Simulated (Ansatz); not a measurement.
## The puckered SnSe monolayer under a gate

Aim: charge, voltage and capacitance of the puckered SnSe monolayer in a field-effect set-up.

Calculated with Ansatz 0.2.0; plane-wave DFT, PBE-D3(BJ), Ansatz PAW, in the first sound run; inputs show where later runs differ.

**1. The starting structure**

The cell holds 4 atoms: 2 Sn and 2 Se. Cell: a = 4.400 Å, b = 4.290 Å, c = 36.594 Å, α = 90.0°, β = 90.0°, γ = 90.0°. Vacuum lies along c.

**2. Relaxing the slab**

The starting cell is a guess, so the in-plane lattice and the atoms are relaxed first, with the slab cut off from its images along the normal.

File input.yaml:

```yaml
crystal:
  lattice:
    - [4.4, 0.0, 0.0]
    - [0.0, 4.29, 0.0]
    - [0.0, 0.0, 36.5935999985]
  atoms:
    - { symbol: Sn, position: [0.06, 0.0, 0.461829391] }
    - { symbol: Se, position: [0.44, 0.5, 0.4645621092] }
    - { symbol: Se, position: [0.94, 0.0, 0.5354378908] }
    - { symbol: Sn, position: [0.56, 0.5, 0.538170609] }
  periodic: [true, true, false]
kpoints:
  mp_grid: { grid: [8, 8, 1] }
hamiltonian:
  xc: pbe
  dispersion: d3bj
scf:
  occupations: { method: fermi_dirac, width: 0.05 }
  convergence: { dr2_threshold: 1.0e-09 }
relax:
  f_tol: 0.004
  max_steps: 90
  cell: {}
output:
  write_potential: true
  write_density: true
  volumetric_format: npy
```

Launch:

```bash
ansatz run input.yaml --threads 4 --pin off --max-ram 16384MiB --backend cpu --events-out ev --progress --plain --runs-dir out
```

Numbers of over 12 decimals in the logs are rounded to 6 here.

Log:

```text
Warning: relax.cell: scf.convergence.dr2_threshold = 1e-9 eV is looser than the 2.44384949048e-10 eV advised for a relaxation that steers and ends on the stress (1e-10 eV for each atom of the cell: 4, times the square of relax.cell.stress_2d_tol = 0.05 N/m over 12.8 Å (the atoms' height at the walk's start and 5 Å past either face), 3.908e-2 GPa, over a crystal's default 0.05). What an SCF threshold leaves in a stress goes as its square root, and in the free energy as the threshold itself, and one threshold admits the most on a small cell: [figures from the program's tests cut] Set scf.convergence.dr2_threshold to 2.44384949048e-10 eV or tighter. [rest of the remark cut]
Engine: ansatz 0.2.0, x86_64-unknown-linux-gnu
Pseudopotentials: kind: paw
Pseudopotential: Sn, paw, valence charge 14, recommended cutoff 420 eV (normal), Sn.paw.azcp
Pseudopotential: Se, paw, valence charge 16, recommended cutoff 420 eV (normal), Se.paw.azcp
Functional definition: PBE
  parameter kappa = 0.804
  parameter beta = 0.066725
  exchange = pbe_x(kappa = kappa, mu = beta*pi^2/3)
  correlation = pbe_c(beta = beta)
Crystal: 4 atoms, lattice volume = 690.741 Å³
Basis set: ecut = 420 eV, 13555 PW (Γ), exchange–correlation on 60×60×500 points (8 copies of the dense FFT grid, shifted against one another)
Bands: 36, of which v1, the nominal top of the filled ones, is band 30 counted from 1 (29 counted from 0)
Symmetry: 4 space group operations
Space group: Pmn21 (ITA 31), of the structure as read, at distance tolerance 8.8e-5 Å
k-points: 25 of 64 (time reversal used)
Non-local potential: Sn, projectors of the file, l = 0: 2, l = 1: 2, l = 2: 2, l = 3: 2
Non-local potential: Se, projectors of the file, l = 0: 2, l = 1: 2, l = 2: 3, l = 3: 1
PAW form: soft (Blöchl's): semilocal exchange-correlation on the pseudo side does not see the compensation charge
PAW one-centre angular grid: Sn, 590 points (default); XC on 64 Gauss nodes
PAW one-centre angular grid: Se, 590 points (default); XC on 64 Gauss nodes
Initial density: superposition of atomic densities (neutral atoms: chi_scale 0, normalization atom), corrected by the library's trained network
Initial wavefunctions: pseudopotential atomic-orbital guess
Functional: x = pbe(κ = 0.804, μ = 0.219515), c = pbe(β = 0.066725)
SCF iter   1: F=—  HF=-22988.942436 eV  |F-HF|=—  |Δ(HF+E_count)|=         —  Δρ=7.27e-4  dr2=6.09e-3  ethr=1.77e-3  ⟨swp⟩=11.4  Hψ=4784  notcnv=0
preconditioner: auto → Resta (q_TF=auto, 1.816 Å⁻¹)  ε∞=1.6  [insulator: Δε(μ)=1.281 eV  Ē_g=8.505 eV  σ=0.050 eV  W_gap=1.00  n_scr=72 (ndim 8)  ℏωp=6.3 eV  f_vac=0.804  D(μ)=0.00/eV (n_scr^D=0)  ε∞_Penn≈1.6  vacuum switching on, ρ_ref=5.2e-3 e/Å³]
SCF iter   2: F=—  HF=-22988.937870 eV  |F-HF|=—  |Δ(HF+E_count)|=   4.57e-3  Δρ=3.80e-4  dr2=1.34e-3  ethr=1.02e-5  ⟨swp⟩=3.4  Hψ=2256  notcnv=0  defer=29
SCF iter   3: F=—  HF=-22988.938037 eV  |F-HF|=—  |Δ(HF+E_count)|=   1.67e-4  Δρ=1.64e-4  dr2=2.38e-4  ethr=2.24e-6  ⟨swp⟩=2.4  Hψ=1419  notcnv=0  defer=29
SCF iter   4: F=—  HF=-22988.938219 eV  |F-HF|=—  |Δ(HF+E_count)|=   1.82e-4  Δρ=5.78e-5  dr2=5.28e-5  ethr=3.96e-7  ⟨swp⟩=3.1  Hψ=1672  notcnv=0  defer=29
SCF iter   5: F=—  HF=-22988.938175 eV  |F-HF|=—  |Δ(HF+E_count)|=   4.40e-5  Δρ=2.15e-5  dr2=4.00e-6  ethr=8.80e-8  ⟨swp⟩=3.6  Hψ=1550  notcnv=0  defer=29
SCF iter   6: F=—  HF=-22988.938131 eV  |F-HF|=—  |Δ(HF+E_count)|=   4.35e-5  Δρ=8.13e-6  dr2=7.15e-7  ethr=6.66e-9  ⟨swp⟩=2.9  Hψ=1775  notcnv=0  defer=28
SCF iter   7: F=—  HF=-22988.938131 eV  |F-HF|=—  |Δ(HF+E_count)|=   4.03e-8  Δρ=1.96e-6  dr2=3.44e-8  ethr=1.19e-9  ⟨swp⟩=3.0  Hψ=1841  notcnv=0  defer=28
SCF iter   8: F=—  HF=-22988.938131 eV  |F-HF|=—  |Δ(HF+E_count)|=   7.44e-8  Δρ=4.52e-7  dr2=3.53e-9  ethr=5.73e-11  ⟨swp⟩=3.0  Hψ=1838  notcnv=0  defer=28
SCF iter   9: F=-22988.938131 eV  HF=-22988.938131 eV  |F-HF|=2.45e-9  |Δ(HF+E_count)|=  8.37e-10  Δρ=1.81e-7  dr2=3.93e-10  ethr=1.67e-12  ⟨swp⟩=11.0  Hψ=5816  notcnv=0
SCF 1 converged in 9 iterations: F = -22988.938131 eV  dr2 = 3.93e-10
  greatest PAW one-centre occupation: 1.000 electrons in one spin orbital (limit 2), on the Se atom at site 2 (counted from 0), in its partial waves of l = 2
relax step   1: F+E_penalty+E_count = -22988.93813124 eV  Δ(F+E_penalty+E_count) = +0.000e0 eV  max|allowed force component| = 7.016e-1 eV/Å  Δτ_max = 0.0000 Å  P = +2.214 N/m  Ω = 690.741 Å³  fix = [c, alpha, beta]  reactions: c +0.000 N/m  (9 SCF iters, accepted)
Crystal: 4 atoms, lattice volume = 695.783 Å³
Basis set: ecut = 420 eV, 13639 PW (Γ), exchange–correlation on 60×60×500 points (8 copies of the dense FFT grid, shifted against one another)
Initial density: handed on by an earlier stage of this run
Initial wavefunctions: those handed on with the density
iter 1 solved again at ethr=2.62e-4 eV; its pass at ethr=3.10e-3 eV (dr2=1.57e-1 eV) is discarded
SCF iter   1: F=—  HF=-22989.078731 eV  |F-HF|=—  |Δ(HF+E_count)|=         —  Δρ=3.57e-3  dr2=1.58e-1  ethr=2.62e-4  ⟨swp⟩=2.5  Hψ=5394  notcnv=0
preconditioner: auto → Resta (q_TF=auto, 1.813 Å⁻¹)  ε∞=1.6  [insulator: Δε(μ)=1.243 eV  Ē_g=8.112 eV  σ=0.050 eV  W_gap=1.00  n_scr=72 (ndim 8)  ℏωp=6.3 eV  f_vac=0.800  D(μ)=0.00/eV (n_scr^D=0)  ε∞_Penn≈1.6  vacuum switching on, ρ_ref=4.8e-3 e/Å³]
SCF iter   2: F=—  HF=-22989.045833 eV  |F-HF|=—  |Δ(HF+E_count)|=   3.29e-2  Δρ=1.99e-3  dr2=2.63e-2  ethr=2.62e-4  ⟨swp⟩=4.3  Hψ=1812  notcnv=0
SCF iter   3: F=—  HF=-22989.043691 eV  |F-HF|=—  |Δ(HF+E_count)|=   2.14e-3  Δρ=8.53e-4  dr2=5.49e-3  ethr=4.38e-5  ⟨swp⟩=3.4  Hψ=1829  notcnv=0
SCF iter   4: F=—  HF=-22989.043728 eV  |F-HF|=—  |Δ(HF+E_count)|=   3.64e-5  Δρ=1.76e-4  dr2=2.74e-4  ethr=9.14e-6  ⟨swp⟩=3.2  Hψ=1644  notcnv=0
SCF iter   5: F=—  HF=-22989.043774 eV  |F-HF|=—  |Δ(HF+E_count)|=   4.61e-5  Δρ=5.19e-5  dr2=2.01e-5  ethr=4.57e-7  ⟨swp⟩=2.5  Hψ=1487  notcnv=0
SCF iter   6: F=—  HF=-22989.043767 eV  |F-HF|=—  |Δ(HF+E_count)|=   7.13e-6  Δρ=1.96e-5  dr2=3.39e-6  ethr=3.35e-8  ⟨swp⟩=3.8  Hψ=2081  notcnv=0
SCF iter   7: F=—  HF=-22989.043720 eV  |F-HF|=—  |Δ(HF+E_count)|=   4.68e-5  Δρ=3.89e-6  dr2=1.01e-7  ethr=5.64e-9  ⟨swp⟩=3.8  Hψ=1906  notcnv=0
SCF iter   8: F=—  HF=-22989.043720 eV  |F-HF|=—  |Δ(HF+E_count)|=   1.71e-7  Δρ=1.22e-6  dr2=8.37e-9  ethr=1.69e-10  ⟨swp⟩=3.0  Hψ=1508  notcnv=0
SCF iter   9: F=-22989.043720 eV  HF=-22989.043720 eV  |F-HF|=1.06e-9  |Δ(HF+E_count)|=   3.25e-8  Δρ=2.77e-7  dr2=4.14e-10  ethr=1.67e-12  ⟨swp⟩=11.7  Hψ=6042  notcnv=0
SCF 2 converged in 9 iterations: F = -22989.043720 eV  dr2 = 4.14e-10
[...]
SCF iter   7: F=—  HF=-22989.092990 eV  |F-HF|=—  |Δ(HF+E_count)|=   2.51e-7  Δρ=1.12e-6  dr2=1.04e-8  ethr=3.31e-10  ⟨swp⟩=3.4  Hψ=1583  notcnv=0
SCF iter   8: F=-22989.092990 eV  HF=-22989.092990 eV  |F-HF|=6.02e-9  |Δ(HF+E_count)|=   2.25e-8  Δρ=3.53e-7  dr2=6.13e-10  ethr=1.67e-12  ⟨swp⟩=11.8  Hψ=6331  notcnv=0
SCF 3 converged in 8 iterations: F = -22989.092990 eV  dr2 = 6.13e-10
relax step   3: F+E_penalty+E_count = -22989.09298991 eV  Δ(F+E_penalty+E_count) = -4.927e-2 eV  max|allowed force component| = 4.153e-2 eV/Å  Δτ_max = 0.0932 Å  P = +0.158 N/m  Ω = 696.473 Å³  energy of the carried Pulay correction = -1.557e-4 eV  fix = [c, alpha, beta]  reactions: c +0.000 N/m  (8 SCF iters, accepted)
[...]
relax step   4: F+E_penalty+E_count = -22989.09541269 eV  Δ(F+E_penalty+E_count) = -2.423e-3 eV  max|allowed force component| = 2.226e-2 eV/Å  Δτ_max = 0.0200 Å  P = +0.103 N/m  Ω = 700.410 Å³  energy of the carried Pulay correction = -2.619e-4 eV  fix = [c, alpha, beta]  reactions: c +0.000 N/m  (7 SCF iters, accepted)
[...]
relax step   5: F+E_penalty+E_count = -22989.09659302 eV  Δ(F+E_penalty+E_count) = -1.180e-3 eV  max|allowed force component| = 5.654e-3 eV/Å  Δτ_max = 0.0095 Å  P = +0.011 N/m  Ω = 703.043 Å³  energy of the carried Pulay correction = -3.326e-4 eV  fix = [c, alpha, beta]  reactions: c +0.000 N/m  (7 SCF iters, accepted)
[...]
relax step   6: F+E_penalty+E_count = -22989.09682197 eV  Δ(F+E_penalty+E_count) = -2.289e-4 eV  max|allowed force component| = 1.920e-3 eV/Å  Δτ_max = 0.0042 Å  P = +0.017 N/m  Ω = 703.288 Å³  energy of the carried Pulay correction = -3.392e-4 eV  fix = [c, alpha, beta]  reactions: c +0.000 N/m  (7 SCF iters, accepted)
Basis set: ecut = 420 eV, 13775 PW (Γ), exchange–correlation on 64×60×500 points (8 copies of the dense FFT grid, shifted against one another)
Initial wavefunctions: pseudopotential atomic-orbital guess (no wavefunctions were taken with the density)
iter 1 solved again at ethr=8.34e-7 eV; its pass at ethr=3.10e-3 eV (dr2=5.00e-4 eV) is discarded
SCF iter   1: F=—  HF=-22989.087359 eV  |F-HF|=—  |Δ(HF+E_count)|=         —  Δρ=1.45e-4  dr2=3.55e-6  ethr=8.34e-7  ⟨swp⟩=5.9  Hψ=7947  notcnv=0
preconditioner: auto → Resta (q_TF=auto, 1.810 Å⁻¹)  ε∞=1.6  [insulator: Δε(μ)=1.243 eV  Ē_g=8.233 eV  σ=0.050 eV  W_gap=1.00  n_scr=72 (ndim 8)  ℏωp=6.3 eV  f_vac=0.805  D(μ)=0.00/eV (n_scr^D=0)  ε∞_Penn≈1.6  vacuum switching on, ρ_ref=4.9e-3 e/Å³]
SCF iter   2: F=—  HF=-22989.093694 eV  |F-HF|=—  |Δ(HF+E_count)|=   6.33e-3  Δρ=7.25e-5  dr2=8.80e-7  ethr=5.92e-9  ⟨swp⟩=4.5  Hψ=2026  notcnv=0
SCF iter   3: F=—  HF=-22989.096916 eV  |F-HF|=—  |Δ(HF+E_count)|=   3.22e-3  Δρ=1.14e-5  dr2=2.04e-7  ethr=1.47e-9  ⟨swp⟩=3.1  Hψ=1358  notcnv=0
SCF iter   4: F=—  HF=-22989.097102 eV  |F-HF|=—  |Δ(HF+E_count)|=   1.86e-4  Δρ=2.55e-6  dr2=9.58e-9  ethr=3.40e-10  ⟨swp⟩=3.0  Hψ=1532  notcnv=0
iter 5 met the thresholds in force, and the SCF goes on: an eigenvalue changes by 9.95 meV, over its tolerance of 1.10 meV (output.eigenvalues, Limitations)
SCF iter   5: F=-22989.097124 eV  HF=-22989.097123 eV  |F-HF|=1.17e-6  |Δ(HF+E_count)|=   2.12e-5  Δρ=4.30e-7  dr2=7.45e-10  ethr=1.67e-12  ⟨swp⟩=15.2  Hψ=7707  notcnv=0
iter 6 met the thresholds in force, and the SCF goes on: an eigenvalue changes by 1.17 meV, over its tolerance of 1.03 meV (output.eigenvalues, Limitations)
SCF iter   6: F=-22989.097124 eV  HF=-22989.097124 eV  |F-HF|=7.78e-8  |Δ(HF+E_count)|=   1.09e-6  Δρ=1.22e-7  dr2=1.55e-10  ethr=1.24e-12  ⟨swp⟩=8.2  Hψ=5542  notcnv=0
Mixer restart at iter 6: flushing history
SCF iter   7: F=-22989.097124 eV  HF=-22989.097124 eV  |F-HF|=5.64e-10  |Δ(HF+E_count)|=   7.82e-8  Δρ=1.69e-7  dr2=4.65e-10  ethr=1.00e-12  ⟨swp⟩=8.0  Hψ=5569  notcnv=0
SCF 7 converged in 7 iterations: F = -22989.097124 eV  dr2 = 4.65e-10
relax step   7: F+E_penalty+E_count = -22989.09712420 eV  Δ(F+E_penalty+E_count) = -3.022e-4 eV  max|allowed force component| = 1.873e-3 eV/Å  Δτ_max = 0.0000 Å  P = +0.015 N/m  Ω = 703.288 Å³  fix = [c, alpha, beta]  reactions: c +0.000 N/m  stress off target by 2.91e-2 N/m on what of the cell is left free  SCF on the basis re-selected at this cell (its energy is not comparable with the rows above)  (7 SCF iters)
basis re-selected at this cell: Δ(F+E_penalty+E_count) = -3.022e-4 eV, ΔP = -0.002 N/m vs the last step (what re-selecting the basis moved, of the pressure what is left beyond the Pulay correction that the steps carried, after the strain that the cell walked since its last selection, with what the two solves' SCF thresholds leave and, on support functions, any second-order correction that the steps lacked; it is no measure of the basis error at this ecutwfc). The dense FFT grid was sized anew with the basis: this SCF ran on 32×30×250 points, the steps before it on 30×30×250, so part of this shift can come from that change (see relax.cell in the input reference). [rest of the remark cut]
SCF converged after 7 iterations
an eigenvalue changed by more than its tolerance at an iteration that met the thresholds in force, so the SCF went on 2 times, its first undamped step at iteration 6: the last check found none over its tolerance
Free energy (F): -22989.097124 eV
Harris-Foulkes:  -22989.097124 eV  (|F-HF|=5.64e-10)
Internal energy: -22989.097124 eV  (E = F + TS)
E sigma→0 (E₀):  -22989.097124 eV
Entropy (-TS):   -0.000000 eV (-0.000 meV/atom)
Fermi energy:    -3.904494 eV
--- Per-component energies (eV) ---
  E_band       = -1734.013843
  E_kinetic    = 605.733135
  E_local      = -134091.303312  (includes V_loc(G=0)·N_el)
  E_nonlocal   = -1257.186886
  E_hartree    = 66829.511283
  E_xc         = -973.700563
  E_vxc        = -387.667313  (∫ρ·V_xc dr)
  E_paw        = -12089.027804  (= ΣΔE_a)
  E_vpaw       = -262.611915  (= ΣTr[D̂ρ^β])
  E_aug_tail   = -0.001173  (compensation charges beyond the density's cutoff)
  E_ewald      = 57987.825534
  E_disp       = -0.947336  (pairwise vdW)
  E_smearing   = -0.000000  (= −TS)
  E_closure    = -0.000000  (closes the sum)
  Σ components = -22989.097124   (vs F -22989.097124, Δ=0.00e0)
--- Forces (eV/Å), atoms counted from 1 ---
  atom   1  Sn    -0.00187231    -0.00000000    -0.00112711
  atom   2  Se     0.00187275     0.00000000     0.00170034
  atom   3  Se     0.00187275     0.00000000    -0.00170034
  atom   4  Sn    -0.00187231    -0.00000000     0.00112711
  max |Σ_I F_I| component: 8.82e-7 eV/Å
--- 2D stress c σ (N/m, compression-positive) ---
        0.029098       0.000000       0.000000
        0.000000       0.000622       0.000000
        0.000000       0.000000       0.000000
  P = ½ c Tr σ = 0.0149 N/m
--- Band table (eV; the first three rows and the last of 25) ---
  k-point 0: bands = [... 26 lower, -7.3116, -6.1196, -6.1109, -4.8122, -2.9549, -1.3298, -0.8949, -0.5847, ... 2 higher]
  k-point 1: bands = [... 26 lower, -7.1637, -6.1415, -5.8156, -4.8830, -2.8732, -1.2733, -1.0584, -0.9990, ... 2 higher]
  k-point 2: bands = [... 26 lower, -6.8257, -6.0391, -5.3060, -5.1103, -2.6011, -2.4072, -1.6926, -1.1690, ... 2 higher]
  k-point 24: bands = [... 26 lower, -7.5933, -7.5933, -6.0055, -6.0055, -1.2325, -1.2325, 0.1322, 0.1322, ... 2 higher]
  the weakly bound empty levels are not read free of the cell's end (no_gap_told)
--- Relaxed structure (6 steps of the walk, 6 accepted, 1 SCFs on fresh bases) ---
  F+E_penalty+E_count = -22989.09712420 eV   max|allowed force component| = 1.873e-3 eV/Å   (the final SCF, on the basis selected at the relaxed cell)
  cell:  # Å, volume = 703.2882 Å³
    - [4.503670, 0.0, 0.0]
    - [0.0, 4.267383, 0.0]
    - [0.0, 0.0, 36.5935999985]
  atoms:
    - { symbol: Sn, position: [0.038272, 0, 0.460865] }
    - { symbol: Se, position: [0.461728, 0.500000, 0.465255] }
    - { symbol: Se, position: [0.961728, 0, 0.534745] }
    - { symbol: Sn, position: [0.538272, 0.500000, 0.539135] }
```

Wall time 53 s (4 threads of Intel Xeon 6975P-C (Granite Rapids), shared host); peak memory 1.3 GiB; 3.4 min of CPU time.

Step by step:

```tsv
step	energy less that of the first step (eV)	largest force component (eV/Å)	volume (Å³)
1	0.0000	0.7016	690.74
2	-0.1056	0.4578	695.78
3	-0.1549	0.0415	696.47
4	-0.1573	0.0223	700.41
5	-0.1585	0.0057	703.04
6	-0.1587	0.0019	703.29
7*	-0.1590	0.0019	703.29
```

Relaxation steps marked * repeat the geometry before them on a plane-wave basis chosen anew for their cell, so energy and pressure can jump there.

Forces are held to the 4 operations that the run works with; a distortion that breaks them can't arise in this run.

```tsv
cell as run	before	after	change
a (Å)	4.400	4.504	+2.4 %
b (Å)	4.290	4.267	-0.5 %
```

The atoms that moved most (Å, along periodic axes as changes of fractional coordinates times the final cell, across vacuum about the mean position):

```tsv
atom	dx	dy	dz	length
Sn1	-0.098	0.000	-0.035	0.104
Sn4	-0.098	0.000	0.035	0.104
Se3	0.098	0.000	-0.025	0.101
Se2	0.098	0.000	0.025	0.101
```

The relaxed structure:

```xyz
4
Lattice="4.5037 0.0000 0.0000 0.0000 4.2674 0.0000 0.0000 0.0000 36.5936" Properties=species:S:1:pos:R:3
Sn    0.1724    0.0000   16.8647
Se    2.0795    2.1337   17.0254
Se    4.3313    0.0000   19.5682
Sn    2.4242    2.1337   19.7289
```

The lattice constant a goes from 4.400 to 4.504 Å.

(Part 1 of 3 ends here.)

[Logs are printed without paths, hosts, clocks, repeated set-up lines and the standing remarks that a program may print on its own settings, such as how far it seeks lower states.]

[Hosts, paths, dates, database ids (printed as entryN), source tags and the programs' standing remarks are cut or masked in the printed files.]

[Maps of the electrostatic potential energy from Ansatz leave out the sawtooth potential of an applied field or a dipole correction, so their vacuum need not be flat; planar profiles and work functions include it.]
